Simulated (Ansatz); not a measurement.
# Stack of 1T-TiTe2 under Ga2SSe, unshifted in a perpendicular field

Aim: how the stack of 1T-TiTe2 under Ga2SSe, unshifted screens a field along its normal, and what the field does to its bands. A positive field points along +c.

Method: plane-wave DFT, PBE-D3(BJ), Ansatz PAW, in the first sound run; inputs show where later runs differ, in Ansatz 0.2.0.

This is a report of a sequence of runs, with most program output left out.

### 1. Starting point

The cell holds 7 atoms: 2 Te, 1 Ti, 1 Se, 2 Ga and 1 S. Its edges and angles: a = 3.728 Å, b = 3.727 Å, c = 53.756 Å, α = 90.0°, β = 90.0°, γ = 120.0°. Regions: layer 1: 1T-TiTe2, 3 atoms (2 Te and 1 Ti); layer 2: Ga2SSe, 4 atoms (1 Se, 2 Ga and 1 S). Vacuum lies along c.

### 2. Relaxation

The starting cell is a guess, so the in-plane lattice and the atoms are relaxed first, with the slab cut off from its images along the normal.

input.yaml

```yaml
crystal:
  lattice:
    - [3.7275, 0.0, 0.0]
    - [-1.86375, 3.2281096926, 0.0]
    - [0.0, 0.0, 53.755596953]
  atoms:
    - { symbol: Te, position: [0.6666666667, 0.3333333333, 0.3943775384] }
    - { symbol: Ti, position: [0.0, 0.0, 0.4285685981] }
    - { symbol: Te, position: [0.3333333333, 0.6666666667, 0.4627596578] }
    - { symbol: Se, position: [0.3333333333, 0.6666666667, 0.5222883429] }
    - { symbol: Ga, position: [0.0, 0.0, 0.544509244] }
    - { symbol: Ga, position: [0.0, 0.0, 0.5898998663] }
    - { symbol: S, position: [0.3333333333, 0.6666666667, 0.6056224616] }
  periodic: [true, true, false]
kpoints:
  mp_grid: { grid: [12, 12, 1] }
hamiltonian:
  xc: pbe
  dispersion: d3bj
scf:
  occupations: { method: fermi_dirac, width: 0.05 }
  convergence: { dr2_threshold: 1.0e-09 }
relax:
  f_tol: 0.004
  max_steps: 90
  cell: {}
output:
  write_potential: true
  write_density: true
  volumetric_format: npy
```

The run is started by

```bash
$ ansatz run input.yaml --threads 4 --pin off --max-ram 6144MiB --backend cpu --events-out ev --progress --plain --runs-dir out
```

The job ended after 3.3 min (4 threads of Intel Xeon Platinum 8488C (Sapphire Rapids), shared host; peak memory 1.6 GiB; 13 min of CPU time).

Step by step:

| step | energy less that of the first step (eV) | largest force component (eV/Å) | volume (Å³) |
| --- | --- | --- | --- |
| 1 | 0.0000 | 1.4867 | 646.83 |
| 2 | -0.2517 | 0.5417 | 642.98 |
| 3 | -0.3356 | 0.2602 | 635.15 |
| 4 | -0.3542 | 0.1534 | 628.19 |
| 5 | -0.3547 | 0.3052 | 629.60 |
| 6 | -0.3580 | 0.0374 | 629.53 |
| 7 | -0.3582 | 0.0025 | 629.32 |
| 8* | -0.3574 | 0.0025 | 629.32 |

Relaxation steps marked * repeat the geometry before them on a plane-wave basis chosen anew for their cell, so energy and pressure can jump there.

The run keeps the 6 symmetry operations that it works with, so distortions that break them were not tested.

| cell as run | before | after | change |
| --- | --- | --- | --- |
| a (Å) | 3.728 | 3.677 | -1.4 % |
| b (Å) | 3.727 | 3.677 | -1.4 % |

The atoms that moved most (Å, along periodic axes as changes of fractional coordinates times the final cell, across vacuum about the mean position):

| atom | dx | dy | dz | length |
| --- | --- | --- | --- | --- |
| S7 | 0.000 | 0.000 | 0.418 | 0.418 |
| Te3 | 0.000 | 0.000 | -0.416 | 0.416 |
| Ti2 | 0.000 | 0.000 | -0.332 | 0.332 |
| Te1 | 0.000 | 0.000 | -0.262 | 0.262 |
| Ga6 | 0.000 | 0.000 | 0.212 | 0.212 |
| Ga5 | 0.000 | 0.000 | 0.205 | 0.205 |
| Se4 | 0.000 | 0.000 | 0.175 | 0.175 |

Final coordinates:

```cif
data_structure
_symmetry_space_group_name_H-M 'P 1'
_symmetry_Int_Tables_number 1
_cell_length_a 3.6767
_cell_length_b 3.6767
_cell_length_c 53.7556
_cell_angle_alpha 90.000
_cell_angle_beta 90.000
_cell_angle_gamma 120.000
_cell_volume 629.32
loop_
_atom_site_label
_atom_site_type_symbol
_atom_site_fract_x
_atom_site_fract_y
_atom_site_fract_z
_atom_site_occupancy
Te1 Te 0.66667 0.33333 0.38951 1
Ti2 Ti 0.00000 0.00000 0.42239 1
Te3 Te 0.33333 0.66667 0.45502 1
Se4 Se 0.33333 0.66667 0.52554 1
Ga5 Ga 0.00000 0.00000 0.54832 1
Ga6 Ga 0.00000 0.00000 0.59384 1
S7 S 0.33333 0.66667 0.61341 1
```

Numbers from this step:

- energy at zero smearing: -30403.4061 eV

The lattice constant a goes from 3.728 to 3.677 Å.

### 3. Atoms held, field 0, start network

A sawtooth potential applies the field, turning back in the middle of the vacuum. With the dipole correction the typed value is the field outside the slab. The induced dipole is small, so the SCF threshold is tight.

The cell differs from the one that the last finished run ended in (c 53.756 → 30.036 Å).

input.yaml

```yaml
crystal:
  lattice:
    - [3.6767067232, 0.0, 0.0]
    - [-1.8383533616, 3.1841214245, 0.0]
    - [0.0, 0.0, 30.0355755933]
  atoms:
    - { symbol: Te, position: [0.6666666667, 0.3333333333, 0.2996446654] }
    - { symbol: Ti, position: [0.0, 0.0, 0.3584923438] }
    - { symbol: Te, position: [0.3333333333, 0.6666666667, 0.4168835427] }
    - { symbol: Se, position: [0.3333333333, 0.6666666667, 0.5431070486] }
    - { symbol: Ga, position: [0.0, 0.0, 0.5838640183] }
    - { symbol: Ga, position: [0.0, 0.0, 0.665342082] }
    - { symbol: S, position: [0.3333333333, 0.6666666667, 0.7003553346] }
kpoints:
  mp_grid: { grid: [12, 12, 1] }
  band_path:
    path: [[0, 0, 0], [0.5, 0, 0], [0.33333333, 0.33333333, 0], [0, 0, 0]]
    npoints: 16
hamiltonian:
  xc: pbe
  dispersion: d3bj
scf:
  occupations: { method: fermi_dirac, width: 0.02585 }
  convergence: { dr2_threshold: 1.0e-10 }
efield:
  axis: 3
  dipole_correction: true
  ramp_position: 0.97
  ramp_width: 0.06
  amplitude: 0
output:
  dos: { projected: true, e_range: [-6, 5] }
  bader: true
  write_potential: true
  write_density: true
  volumetric_format: npy
  elf: true
```

Run time: 42 s. Hardware: 4 threads; peak memory 1.3 GiB; 2.7 min of CPU time.

This step gave:

| Property | Result |
| --- | --- |
| energy at zero smearing | -30403.4082 eV |
| work function, upper face | 4.922 eV |
| work function, lower face | 4.804 eV |
| dipole along the normal | -0.007589 e·Å |
| step between the vacuum levels | 0.1173 eV |

Running mean over a fixed 2.6 Å (it still follows the layers) of the planar mean; the ramp of the sawtooth is left out. Electron's electrostatic potential energy less the Fermi level against z:

| z (Å) | electron's electrostatic potential energy less the Fermi level (eV) |
| --- | --- |
| 4 | 4.80 |
| 5 | 4.80 |
| 6 | 4.73 |
| 7 | 3.62 |
| 8 | 1.50 |
| 9 | -1.65 |
| 10 | -4.15 |
| 11 | -5.06 |
| 12 | -3.41 |
| 13 | -0.203 |
| 14 | 1.94 |
| 15 | 1.55 |
| 16 | -2.19 |
| 17 | -4.59 |
| 18 | -2.88 |
| 19 | -2.36 |
| 20 | -4.57 |
| 21 | -4.09 |
| 22 | 0.220 |
| 23 | 4.23 |
| 24 | 4.89 |
| 25 | 4.92 |
| 26 | 4.92 |

The density of states has structure finer than the step of the table below, so its rows give means over 0.2 eV, whole bins alone (the curve runs from -6 to 1.99 eV). Peaks (eV: height): -4.73: 10.2, -2.97: 9.57, -2.55: 9.88, -1.70: 12.5, -1.40: 12.3, 1.33: 22.6, 1.55: 16.8.

Density of states against energy, zero at the Fermi level; means over each step:

| energy (eV) | density of states (states/eV a cell) |
| --- | --- |
| -5.8 | 0.507 |
| -5.6 | 0.448 |
| -5.4 | 0.426 |
| -5.2 | 0.686 |
| -5.0 | 1.24 |
| -4.8 | 3.59 |
| -4.6 | 3.74 |
| -4.4 | 4.78 |
| -4.2 | 4.28 |
| -4.0 | 5.44 |
| -3.8 | 6.79 |
| -3.6 | 5.94 |
| -3.4 | 4.64 |
| -3.2 | 6.37 |
| -3.0 | 6.00 |
| -2.8 | 5.05 |
| -2.6 | 7.88 |
| -2.4 | 4.57 |
| -2.2 | 4.15 |
| -2.0 | 5.87 |
| -1.8 | 7.07 |
| -1.6 | 6.58 |
| -1.4 | 6.86 |
| -1.2 | 2.61 |
| -1.0 | 3.09 |
| -0.8 | 2.12 |
| -0.6 | 1.48 |
| -0.4 | 0.922 |
| -0.2 | 0.799 |
| 0.0 | 1.39 |
| 0.2 | 1.87 |
| 0.4 | 3.62 |
| 0.6 | 1.86 |
| 0.8 | 1.24 |
| 1.0 | 0.655 |
| 1.2 | 5.99 |
| 1.4 | 8.69 |
| 1.6 | 11.0 |
| 1.8 | 4.28 |

Projected DOS per atom over height of the atomic layer and energy from the Fermi level. Layers: Te Ti Te Se Ga Ga S from below.

Ten even steps from '_' (0.00 states/eV) to '@' (6.33 states/eV), each cell a mean:
```
__..____....__
..@@..____..__
__::__________
__..__________
__--__________
__..__________
______________
..__..________
..__..________
::::::..______
::::::..______
........______
..........__..
..__..::____::
..____::____::
..__....____::
::__::______..
______..____..
____________..
______________
______________
______________
```
Columns: height of the atomic layer (Å) from 9 to 21.0 (not evenly spaced); rows upwards: energy from the Fermi level (eV) from -5.96 to 1.96.

Electronic bands along the path, in eV, zero at the Fermi level:

| point | band 43 | band 44 | band 45 | band 46 | band 47 | band 48 | band 49 | band 50 |
| --- | --- | --- | --- | --- | --- | --- | --- | --- |
| Γ | -1.33 | -1.10 | 0.45 | 0.51 | 0.51 | 1.13 | 1.37 | 1.37 |
| halfway | -1.53 | -1.38 | -0.98 | -0.35 | 0.17 | 1.37 | 1.58 | 1.76 |
| M | -2.30 | -1.77 | -1.71 | -0.53 | -0.18 | 1.10 | 1.36 | 1.39 |
| halfway | -2.44 | -2.23 | -1.92 | -1.80 | 0.64 | 1.41 | 1.55 | 1.64 |
| K | -2.85 | -2.69 | -1.99 | -1.86 | 1.24 | 1.24 | 1.28 | 1.43 |
| halfway | -1.65 | -1.59 | -1.36 | -0.89 | 0.61 | 1.17 | 1.58 | 2.23 |
| Γ | -1.33 | -1.10 | 0.45 | 0.51 | 0.51 | 1.13 | 1.37 | 1.37 |

Valence density in the ca plane at fractional y = 0.667, with atoms of Te and Se and S within 0.2 Å of it. It is the smooth field of the valence electrons, not physical close to the nuclei.

Ten steps, logarithmic in the rise over the least value, from '0' (0 e/Å³) to '9' (32 e/Å³), each cell a mean:
```
00000000000000000011111111000000000000000111
00000000000000000011211111000000000000000011
00000000000000000011111110011110000000001111
00000000000000000001111000111221100000112111
00000000000000000000000000123443100001234321
00000000000000000000000000125775210001378631
00000000000000000000000000126886210001489731
00000000000000000000000000125764210001367631
00000000000000000000000000112332100001133321
00000000000000000001111000111111000000011111
```
Columns run along c (16.0 Å, from fractional 0.06 to 0.60 of the cell), rows up along a (3.7 Å). Atoms in or near the plane, at fractional coordinates: Te at (0.42, 0.33), Se at (0.54, 0.33).

Electrostatic potential energy in the ca plane at fractional y = 0.667, with atoms of Te and Se and S within 0.2 Å of it. With pseudopotentials it is smooth inside the atoms' cores, unlike the true potential.

Ten even steps from '0' (-22 eV) to '9' (7 eV), each cell a mean:
```
99999865577666788889999999988776788876678899
99999754567656789999999999998766788876678999
99999865677767788889999999988777788877778899
99999887788877764457999998756778889888776789
99999998899888623434799986211378999998731148
99999999999998439972699983243158999998400006
99999999999997359993589972355148999998300006
99999999999998439972699983243158999998500017
99999988898888632325899996311478899988742258
99999877788777775568999998767777889887777789
```
Columns run along c (16.0 Å, from fractional 0.21 to 0.75 of the cell; values clipped at the 3rd and 97th percentile), rows up along a (3.7 Å). Atoms in or near the plane, at fractional coordinates: Te at (0.42, 0.33), Se at (0.54, 0.33), S at (0.70, 0.33).

ELF in the ca plane at fractional y = 0.667, with atoms of Te and Se and S within 0.2 Å of it. It is the smooth field of the valence electrons, not physical close to the nuclei.

Values, 6 rows by 16 columns, each cell a mean:
```
0.60 0.36 0.11 0.36 0.23 0.04 0.07 0.24 0.26 0.36 0.36 0.23 0.20 0.05 0.01 0.00
0.60 0.35 0.16 0.47 0.38 0.08 0.17 0.40 0.33 0.33 0.33 0.30 0.37 0.16 0.02 0.00
0.42 0.25 0.43 0.48 0.60 0.30 0.57 0.75 0.62 0.19 0.17 0.65 0.80 0.68 0.18 0.01
0.10 0.14 0.50 0.16 0.39 0.39 0.71 0.45 0.61 0.15 0.15 0.67 0.48 0.86 0.35 0.02
0.16 0.16 0.50 0.23 0.45 0.38 0.69 0.58 0.64 0.15 0.15 0.70 0.63 0.84 0.32 0.02
0.53 0.29 0.35 0.56 0.62 0.24 0.47 0.72 0.55 0.23 0.21 0.56 0.75 0.53 0.11 0.00
```
Columns run along c (16.0 Å, from fractional 0.30 to 0.83 of the cell), rows up along a (3.7 Å). Atoms in or near the plane, at fractional coordinates: Te at (0.42, 0.33), Se at (0.54, 0.33), S at (0.70, 0.33).

The work function of the upper face is 4.92 eV.

### 4. Atoms held, field 0.1 V/Å

Changes to input.yaml since step 3:

```diff
@@ -27,8 +27,6 @@
   dipole_correction: true
-  ramp_position: 0.97
-  ramp_width: 0.06
-  amplitude: 0
+  ramp_position: 0.9584
+  ramp_width: 0.0722
+  amplitude: 0.1
 output:
-  dos: { projected: true, e_range: [-6, 5] }
-  bader: true
   write_potential: true
@@ -36,2 +34 @@
   volumetric_format: npy
-  elf: true
```

Wall time 27 s (4 threads); peak memory 1.1 GiB.

The dipole is 0.0772 e·Å, 0.0848 e·Å from its value without field.

### 5. Atoms held, field -0.1 V/Å

Changes to input.yaml since step 4:

```diff
@@ -29,3 +29,3 @@
   ramp_width: 0.0722
-  amplitude: 0.1
+  amplitude: -0.1
 output:
```

Run time: 28 s. Hardware: 4 threads; peak memory 1.1 GiB; 1.8 min of CPU time.

The dipole is -0.0922 e·Å, -0.0846 e·Å from its value without field.

### 6. Atoms held, field 0.2 V/Å

Changes to input.yaml since step 5:

```diff
@@ -29,3 +29,3 @@
   ramp_width: 0.0722
-  amplitude: -0.1
+  amplitude: 0.2
 output:
```

The job ended after 29 s (4 threads; peak memory 1.1 GiB).

The dipole is 0.162 e·Å, 0.170 e·Å from its value without field.

### 7. Single point, field -0.2 V/Å

Changes to input.yaml since step 6:

```diff
@@ -29,3 +29,3 @@
   ramp_width: 0.0722
-  amplitude: 0.2
+  amplitude: -0.2
 output:
```

Elapsed: 29 s, on 4 threads; peak memory 1.1 GiB; 1.8 min of CPU time.

The dipole is -0.177 e·Å, -0.169 e·Å from its value without field.

### 8. Atoms held, field 0.35 V/Å

Changes to input.yaml since step 7:

```diff
@@ -27,6 +27,8 @@
   dipole_correction: true
-  ramp_position: 0.9584
-  ramp_width: 0.0722
-  amplitude: -0.2
+  ramp_position: 0.9389
+  ramp_width: 0.1113
+  amplitude: 0.35
 output:
+  dos: { projected: true, e_range: [-6, 5] }
+  bader: true
   write_potential: true
@@ -34 +36,2 @@
   volumetric_format: npy
+  elf: true
```

Elapsed: 43 s, on 4 threads; peak memory 1.3 GiB.

The dipole is 0.290 e·Å, 0.298 e·Å from its value without field.

### 9. Response, atoms held

This step: plane-wave DFT, PBE-D3(BJ), Ansatz PAW; response to a field along the normal, atoms held (Ansatz 0.2.0).

The dipoles give the slope, and the difference of two potentials shows where the field is screened.

Numbers from this step:

* equivalent conductor thickness p/(ε₀AE): 13.09 Å
* distance between the outer atoms: 12.04 Å

Dipole of the cell against applied field:

| applied field (V/Å) | dipole of the cell (e·Å) |
| --- | --- |
| -0.200 | -0.177 |
| -0.100 | -0.0922 |
| 0.000 | -0.00759 |
| 0.100 | 0.0772 |
| 0.200 | 0.162 |
| 0.350 | 0.290 |

Local field over the applied field, running mean. From the potentials at -0.1 and 0.1 V/Å; running mean over 2.5 Å. Local field over applied field against z:

| z (Å) | local field over applied field |
| --- | --- |
| 5 | 0.992 |
| 6 | 0.940 |
| 7 | 0.722 |
| 8 | 0.375 |
| 9 | 0.0916 |
| 10 | 0.0278 |
| 11 | 0.0162 |
| 12 | 0.0287 |
| 13 | 0.147 |
| 14 | 0.326 |
| 15 | 0.332 |
| 16 | 0.150 |
| 17 | 0.0544 |
| 18 | 0.0713 |
| 19 | 0.103 |
| 20 | 0.0854 |
| 21 | 0.178 |
| 22 | 0.488 |
| 23 | 0.818 |
| 24 | 0.970 |
| 25 | 0.996 |

Electrons, planar mean, per unit field. Induced electron density against z:

| z (Å) | induced electron density (e/Å³ per V/Å) |
| --- | --- |
| 4.5 | 1.3e-5 |
| 5.0 | 3.8e-5 |
| 5.5 | 1.1e-4 |
| 6.0 | 3.0e-4 |
| 6.5 | 7.5e-4 |
| 7.0 | 0.00173 |
| 7.5 | 0.00316 |
| 8.0 | 0.00319 |
| 8.5 | 9.4e-4 |
| 9.0 | 4.8e-4 |
| 9.5 | 6.1e-4 |
| 10.0 | -4.3e-4 |
| 10.5 | -6.3e-4 |
| 11.0 | 5.7e-4 |
| 11.5 | 3.8e-4 |
| 12.0 | -4.7e-4 |
| 12.5 | -1.8e-4 |
| 13.0 | -7.1e-4 |
| 13.5 | -0.00248 |
| 14.0 | -0.00190 |
| 14.5 | -3.8e-5 |
| 15.0 | 0.00182 |
| 15.5 | 0.00234 |
| 16.0 | 9.4e-4 |
| 16.5 | 4.6e-4 |
| 17.0 | -1.7e-4 |
| 17.5 | -0.00111 |
| 18.0 | 9.2e-6 |
| 18.5 | 4.5e-4 |
| 19.0 | -6.1e-4 |
| 19.5 | -1.2e-4 |
| 20.0 | 0.00121 |
| 20.5 | -1.5e-4 |
| 21.0 | -9.4e-4 |
| 21.5 | -0.00215 |
| 22.0 | -0.00354 |
| 22.5 | -0.00233 |
| 23.0 | -0.00103 |
| 23.5 | -3.9e-4 |
| 24.0 | -1.4e-4 |
| 24.5 | -4.6e-5 |
| 25.0 | -1.5e-5 |
| 25.5 | -4.7e-6 |

By hand: between -0.1 and 0.1 V/Å the dipole changes by 0.1694 e·Å, a slope of 0.8468 e·Å²/V. A perfect conductor of thickness t has p = ε₀AEt, so t = 180.95 × 0.8468 / 11.707 = 13.09 Å (e/ε₀ = 180.95 V·Å, A in Å²).

The induced dipole is that of a conductor 13.09 Å thick.

### 10. With spin-orbit coupling

This step: plane-wave DFT, PBE, fully relativistic PAW with spin-orbit coupling (Ansatz 0.2.0).

Heavy atoms split their bands by spin-orbit coupling, so this run uses fully relativistic files and two-component states.

Changes to input.yaml since step 8:

```diff
@@ -15,11 +15,12 @@
   mp_grid: { grid: [12, 12, 1] }
-  band_path:
-    path: [[0, 0, 0], [0.5, 0, 0], [0.33333333, 0.33333333, 0], [0, 0, 0]]
-    npoints: 16
+  band_path: { path: [[0, 0, 0], [0.12, 0, 0]], npoints: 24 }
 hamiltonian:
   xc: pbe
-  dispersion: d3bj
+  pseudopotentials: { kind: paw_fr }
+magnetization:
+  noncollinear: true
+  spin_orbit: true
 scf:
   occupations: { method: fermi_dirac, width: 0.02585 }
-  convergence: { dr2_threshold: 1.0e-10 }
+  convergence: { dr2_threshold: 1.0e-09 }
 efield:
@@ -27,8 +28,6 @@
   dipole_correction: true
-  ramp_position: 0.9389
-  ramp_width: 0.1113
-  amplitude: 0.35
+  ramp_position: 0.97
+  ramp_width: 0.06
+  amplitude: 0
 output:
-  dos: { projected: true, e_range: [-6, 5] }
-  bader: true
   write_potential: true
@@ -36,2 +35 @@
   volumetric_format: npy
-  elf: true
```

The job ended after 2.5 min (4 threads; peak memory 3.8 GiB; 9.9 min of CPU time).

Numbers from this step:

- energy at zero smearing: -30407.0622 eV
- work function, upper face: 4.902 eV
- work function, lower face: 4.781 eV
- dipole along the normal: -0.007783 e·Å
- step between the vacuum levels: 0.1203 eV

The electronic bands at the labelled points (eV, zero at the Fermi level):

| point | band 85 | band 86 | band 87 | band 88 | band 89 | band 90 | band 91 | band 92 |
| --- | --- | --- | --- | --- | --- | --- | --- | --- |
| Γ | -1.21 | -1.21 | -1.12 | -1.12 | 0.44 | 0.44 | 0.51 | 0.51 |
| halfway | -1.27 | -1.26 | -1.02 | -1.01 | 0.22 | 0.23 | 0.40 | 0.40 |
| end | -1.29 | -1.29 | -0.95 | -0.94 | -0.39 | -0.38 | 0.16 | 0.16 |

The work function of the upper face is 4.90 eV.

### 11. Spin splitting near the zone centre, field 0

This step: plane-wave DFT, PBE, fully relativistic PAW with spin-orbit coupling; spin splitting near the zone centre (Ansatz 0.2.0).

Levels that meet at the zone centre are followed outwards; a split that grows in proportion to k gives the Rashba parameter as ΔE/2k.

This step gave:

```
largest split over 2k that stays linear in k : 0.5625 eV Å
```

Groups of levels that meet at the zone centre and whose split, tested at two k, grows in proportion to k or stays under 1 meV; groups that fail this test are left out. Spin splitting, by row:

| level at the first point (eV from the Fermi level) | states | split at k = 0.030 1/A (eV) | split over 2k (eV Å) |
| --- | --- | --- | --- |
| -2.374 | 2 | 0.0043 | 0.07264 |
| -1.924 | 2 | 0.0164 | 0.277 |
| -1.249 | 2 | 5.00e-4 | 0 |
| 0.5234 | 2 | 1.00e-4 | 0 |
| 1.143 | 2 | 0.0333 | 0.5625 |
| 1.736 | 2 | 1.00e-4 | 0 |
| 2.182 | 2 | 0.0073 | 0.1233 |

[end of part 1 of 2]

[Logs are printed without paths, hosts, clocks, repeated set-up lines and the standing remarks that a program may print on its own settings, such as how far it seeks lower states.]

[Hosts, paths, dates, database ids (printed as entryN), source tags and the programs' standing remarks are cut or masked in the printed files.]

[Maps of the electrostatic potential energy from Ansatz leave out the sawtooth potential of an applied field or a dipole correction, so their vacuum need not be flat; planar profiles and work functions include it.]

[The density of states shown here was stored with 400 of the rows of the run's finer table, so its peaks can read low, often by over a quarter, or be missed, and its means over a window can be off by a tenth or more.]
